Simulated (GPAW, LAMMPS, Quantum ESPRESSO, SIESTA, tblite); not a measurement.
**tblite on amorphous Si0.8Ge0.2 (141 atoms): settings against a plane-wave reference**

Aim: run amorphous Si0.8Ge0.2 (141 atoms) in tblite and see how near its forces come to a plane-wave reference, and at what cost.

Main program and level: tblite 0.8.0; the method is named at each step.

## (1) The structure

The cell holds 141 atoms: 113 Si and 28 Ge. Cell: a = 14.380 Å, b = 14.380 Å, c = 14.380 Å, α = 90.0°, β = 90.0°, γ = 90.0°. 141 atoms (113 Si, 28 Ge) placed at random at 2.91 g/cm³, melted at 3500 K for 10 ps at fixed volume with the Tersoff potential (Tersoff, Phys. Rev. B 39, 5566 (1989)). Quenched from 3500 K to 300 K at 10 K/ps and fixed volume, held 5 ps, then minimised at fixed cell.

The yardstick, on the same geometry:

```
method                 : Kohn-Sham DFT, PBE, SSSP efficiency 1.3.0 pseudopotentials, plane waves (Quantum ESPRESSO 7.5); sssp-pbe-1.3.0-efficiency, cutoffs 45/360 Ry, Γ point
r.m.s. force component : 0.2126 eV/Å
longest force          : 0.8812 eV/Å
pressure               : -0.959 GPa
time                   : 15 min on 4 MPI ranks of Arm Neoverse V1, shared host
CPU time               : 59 min
```

## (2) GFN1-xTB

Method: GFN1-xTB tight binding, diagonalisation.

The input, run.py:

```python
import numpy as np
from ase.io import read
from tblite.ase import TBLite

atoms = read("structure.xyz")
atoms.calc = TBLite(method="GFN1-xTB", electronic_temperature=580, accuracy=1.0, max_iterations=250, mixer_damping=0.1, verbosity=1)
energy = atoms.get_potential_energy()
forces = atoms.get_forces()
print(f"energy {energy:.6f} eV")
print("forces (eV/A)")
for i, (a, f) in enumerate(zip(atoms, forces)):
    print(f"{i:4d} {a.symbol:2s} {f[0]:10.5f} {f[1]:10.5f} {f[2]:10.5f}")
stress = -atoms.get_stress(voigt=False) * 160.21766
print("stress (GPa, compression positive)")
for row in stress:
    print(" ".join(f"{x:10.4f}" for x in row))
print("charges (e)")
print(np.array2string(atoms.get_charges(), precision=4, suppress_small=True, max_line_width=110, threshold=100000))
```

The input, structure.xyz:

```xyz
141
Lattice="14.37980 0.00000 0.00000 0.00000 14.37980 0.00000 0.00000 0.00000 14.37980" Properties=species:S:1:pos:R:3 pbc="T T T"
Si 2.65005 11.84018 0.05191
Si 8.01659 1.97837 4.78747
Si 3.11366 11.76584 4.41187
Si 5.31334 6.87671 7.18357
Si 12.17681 11.08654 5.15128
Si 13.23517 0.77780 7.52409
Si 9.66193 3.56691 7.30278
Si 3.25271 8.99413 11.98182
Si 11.50729 0.62221 0.45023
Si 2.46700 10.97049 10.74602
Si 1.81718 5.32081 8.49386
Si 5.83403 5.81994 3.30189
Si 8.08777 6.10955 10.05076
Si 9.21659 6.40275 4.38469
Si 10.18306 8.72279 11.71163
Si 13.06836 6.41699 11.19640
Si 13.84962 0.96719 14.25412
Si 10.35950 9.92868 3.92914
Si 6.43352 3.95430 4.92235
Si 11.35300 12.29070 11.67151
Si 12.42947 8.34072 3.61868
Si 10.14121 9.80861 1.49866
Si 12.22341 10.07765 12.21938
Si 10.39616 5.10584 13.86241
Si 13.80720 8.26306 1.65871
Si 5.01424 1.94875 10.51868
Si 5.95094 2.01720 8.34431
Si 6.07345 3.59524 11.90949
Si 4.96261 0.67384 3.93791
Si 6.55417 0.24690 5.63904
Si 7.40560 11.22056 10.34871
Si 4.84326 7.28624 4.88813
Si 2.56507 3.33309 13.93561
Si 0.87113 5.73337 4.87432
Si 9.74116 12.01821 0.76846
Si 4.18869 5.18708 8.34920
Si 1.73262 2.50755 2.83426
Si 1.03319 4.14009 6.64145
Si 10.29809 2.13554 5.57102
Si 0.16019 11.39225 2.41782
Si 4.97771 3.51874 6.84191
Si 6.69150 12.03158 2.13554
Si 11.61758 12.71505 14.00089
Si 3.84128 12.67119 11.80840
Si 0.09031 10.34885 11.15671
Si 9.90998 7.57154 9.59564
Si 10.47353 14.35305 10.84237
Si 13.84660 4.14526 11.53174
Si 8.26709 4.82212 0.58138
Si 4.32544 9.54646 1.00644
Si 11.69365 7.08895 13.08662
Si 4.65575 5.66880 1.15987
Si 8.09338 8.81755 13.05384
Si 11.13227 2.36519 2.22513
Si 7.35455 2.68543 1.25018
Si 10.24733 13.74651 2.48526
[... 81 atom lines left out ...]
Ge 1.56840 13.60559 5.05349
Ge 7.51359 0.09850 13.12444
Ge 10.16494 3.39263 12.07256
Ge 7.96770 6.46631 2.30523
```

On the command line:

```
> OMP_NUM_THREADS=1 python run.py > output.txt
```

The program printed:

```text
------------------------------------------------------------
  cycle        total energy    energy error   density error
------------------------------------------------------------
      1     -240.0222011619  -2.4061020E+02   4.9550176E-01
      2     -253.8748672681  -1.3852666E+01   3.9953789E-01
      3     -254.1584981938  -2.8363093E-01   3.5501647E-01
      4     -245.5647676166   8.5937306E+00   2.7446172E-01
      5     -253.8038600178  -8.2390924E+00   8.3329237E-02
      6     -254.3232213257  -5.1936131E-01   3.2781998E-02
      7     -254.4593210976  -1.3609977E-01   1.8076756E-02
      8     -254.5071366833  -4.7815586E-02   1.0657516E-02
      9     -254.5150548055  -7.9181222E-03   6.7930464E-03
     10     -254.5157219743  -6.6716876E-04   5.3087380E-03
     11     -254.5162592734  -5.3729910E-04   4.1809891E-03
     12     -254.5165293159  -2.7004248E-04   2.6740983E-03
     13     -254.5165547586  -2.5442785E-05   1.6854942E-03
     14     -254.5166508609  -9.6102270E-05   1.1520921E-03
     15     -254.5166962744  -4.5413490E-05   9.3285972E-04
     16     -254.5166976695  -1.3950757E-06   8.0940280E-04
     17     -254.5167009961  -3.3266238E-06   6.7578249E-04
     18     -254.5167094526  -8.4565268E-06   4.1678964E-04
     19     -254.5167119655  -2.5128801E-06   2.3798258E-04
     20     -254.5167131239  -1.1584189E-06   1.5188426E-04
     21     -254.5167132868  -1.6287015E-07   1.1901814E-04
     22     -254.5167133052  -1.8434378E-08   9.8210629E-05
     23     -254.5167134495  -1.4430935E-07   7.1139797E-05
     24     -254.5167135192  -6.9704100E-08   4.3220552E-05
     25     -254.5167135502  -3.0944079E-08   2.8445386E-05
     26     -254.5167135577  -7.5069977E-09   2.3013430E-05
     27     -254.5167135596  -1.8998492E-09   1.7403704E-05
------------------------------------------------------------
 total:                                  34.489 sec
energy -6925.752542 eV
forces (eV/A)
   0 Si    0.38371   -0.03803   -0.14416
   1 Si    0.00688   -0.03138    0.07865
   2 Si    0.14411   -0.08924   -0.05928
   3 Si   -0.13057   -0.22986   -0.39404
   4 Si   -0.09955    0.06338   -0.03066
   5 Si    0.28146    0.26253   -0.23016
   6 Si    0.39333    0.30273    0.11977
   7 Si   -0.15254    0.59103    0.17174
   8 Si    0.30602    0.21309    0.23713
   9 Si    0.43304    0.01007   -0.44443
  10 Si    0.04026    0.09023    0.15902
  11 Si    0.11333   -0.12047    0.06664
  12 Si   -0.03656    0.01946   -0.38074
  13 Si    0.05406   -0.01663    0.13399
  14 Si    0.20212    0.29423    0.15759
  15 Si   -0.31231   -0.06735    0.10343
  16 Si   -0.43402    0.13126   -0.11579
  17 Si    0.29245   -0.07012   -0.10660
  18 Si    0.39101    0.19612   -0.09512
  19 Si   -0.03121   -0.02563   -0.36311
  20 Si    0.05802   -0.45860    0.62184
  21 Si    0.22649   -0.14829    0.23325
  22 Si   -0.23227   -0.53236    0.04879
  23 Si    0.07268    0.19457   -0.04137
[...]
133 Ge    0.19003    0.04099   -0.08529
 134 Ge    0.36124   -0.65271   -0.07376
 135 Ge   -0.15644    0.12038   -0.11850
 136 Ge    0.31949    0.15914   -0.07584
 137 Ge   -0.40689   -0.38084    0.27449
 138 Ge    0.01375    0.06173   -0.02466
 139 Ge    0.23208    0.19090    0.16876
 140 Ge    0.35840    0.07710    0.16568
stress (GPa, compression positive)
    4.2812     0.2074    -0.0761
    0.2074     5.7268     1.1050
   -0.0761     1.1050     4.3309
charges (e)
[ 0.1121  0.0172  0.1001 -0.0549  0.0745  0.0899 -0.0475  0.0595  0.0675  0.0605  0.0356  0.0781  0.0547
  0.0365 -0.0162  0.0028  0.0234  0.0424  0.0721 -0.0527  0.0496  0.0039  0.1414  0.0364  0.0436  0.0478
  0.0281  0.0693 -0.0125  0.0308 -0.0322  0.0463  0.1212 -0.004  -0.0286 -0.0156 -0.003   0.0307  0.0974
  0.0138  0.0553  0.0235  0.0258  0.0891  0.0494  0.0211  0.1211  0.0402  0.0787  0.0942  0.0517  0.0616
  0.0322  0.0785  0.0265  0.0764  0.006   0.0599  0.0492  0.0159  0.0304  0.1075  0.0633  0.0897  0.0218
  0.0253  0.125   0.0283  0.0836 -0.0265 -0.0109  0.0148  0.0361  0.055  -0.0075  0.0562  0.0133  0.0131
  0.0435 -0.0025  0.0176  0.0799  0.0548 -0.0519  0.0298  0.0801  0.1222  0.0406  0.0412  0.0964  0.0153
  0.0422  0.0589  0.0276  0.0408  0.0931  0.073   0.0218 -0.0077  0.0591  0.0524  0.056   0.1065  0.0531
  0.1064  0.0501 -0.0006 -0.0961  0.0017  0.0898  0.0124  0.0164  0.0661 -0.2406 -0.2287 -0.1304 -0.0922
 -0.1334 -0.1085 -0.2286 -0.0565 -0.3201 -0.0452 -0.1928 -0.224  -0.164  -0.1276 -0.0732 -0.0565 -0.2079
 -0.053  -0.169  -0.1398 -0.1615 -0.2206 -0.2503 -0.2617 -0.2996 -0.1259 -0.0898 -0.283 ]
```

The job ended after 35 s (1 thread of Arm Neoverse V1, shared host; peak memory 0.3 GiB).

Banners, paths, timers and routine set-up lines are dropped from the logs unmarked, and long logs keep their key lines alone; longer cuts are marked.

Compared with the plane-wave run:

```
r.m.s. force component                  : 0.2278 eV/Å
r.m.s. difference of force components   : 185.3 meV/Å
longest difference of force vectors     : 751 meV/Å
force difference over r.m.s. force      : 87.18 %
slope of forces against the reference's : 0.6944
correlation of force components         : 0.6479
pressure                                : 4.78 GPa
pressure difference                     : 5.739 GPa
```

Length of the force difference by element (eV/Å):

```csv
element,atoms,mean,most
Ge,28,0.26,0.42
Si,113,0.30,0.75
```

The surroundings of Ge131, picked at random, nearest first, numbered as they follow in the input and with coordinates relative to it.

```csv
atom,x,y,z,distance (Å),bonds,Mulliken charge (e),Fx,Fy,Fz (eV/Å)
Ge131,0.00,0.00,0.00,0.00,5,-0.05,0.17,-0.20,0.18
Si39,-1.93,-1.23,1.19,2.58,4,0.10,-0.34,0.07,0.02
Si97,2.24,0.77,-1.13,2.62,4,0.07,0.11,0.12,-0.04
Si54,-1.10,-1.00,-2.16,2.62,4,0.08,0.13,-0.05,-0.09
Si102,1.03,-0.23,2.40,2.62,4,0.06,-0.13,0.02,-0.01
Ge128,-0.78,2.48,-0.58,2.67,5,-0.07,0.46,-0.16,-0.17
Si107,-0.71,1.26,-2.86,3.20,4,0.00,-0.61,-0.12,-0.26
Si112,1.03,3.52,1.04,3.81,4,0.02,-0.51,0.30,-0.29
Si34,3.02,2.37,0.49,3.87,4,0.00,0.26,-0.06,-0.14
```

Atoms are counted from 1 here, from 0 in the log.

Forces lie 87 % from the reference's, at 0.0099 times its CPU time (on 1 against 4 cores).

## (3) What came out

| Quantity | Value |
| --- | --- |
| force difference from the reference | tblite GFN1-xTB, 87 % |
| its CPU time | 35 s |

**Reading.** Tight binding differs by 87 % (tblite GFN1-xTB); it is another model, with fitted parameters of its own, and the xTB methods hold dispersion. One electronic-structure run takes under half the reference's CPU time: tblite GFN1-xTB, at 87 % in 35 s against 59 min, too far off to be of use; its pressure misses by +5.7 GPa. Periodic xTB results under one method name differ between programs and library versions. The reference's pressure holds the uncorrected Pulay stress of its 45 Ry basis, so small pressure differences, and their order, may be the reference's own error. The quench rate of 10 K/ps is many orders above laboratory rates, so the cell is likely richer in defects and strain than a real sample. The network of bonds at the start is that of the classical potential that made the cell, and needn't be the one that DFT or experiment would give. The electronic-structure runs sample only Γ, in a cell whose shortest periodic width is 14 Å, which is coarse for a cell with partly filled levels.

[Also dropped from logs without a mark: logging warnings of Python, and SIESTA's first energy breakdown and zero terms.]

[Logs are printed without paths, hosts, clocks, repeated set-up lines and the standing remarks that a program may print on its own settings, such as how far it seeks lower states.]

[Hosts, paths, dates, database ids (printed as entryN), source tags and the programs' standing remarks are cut or masked in the printed files.]
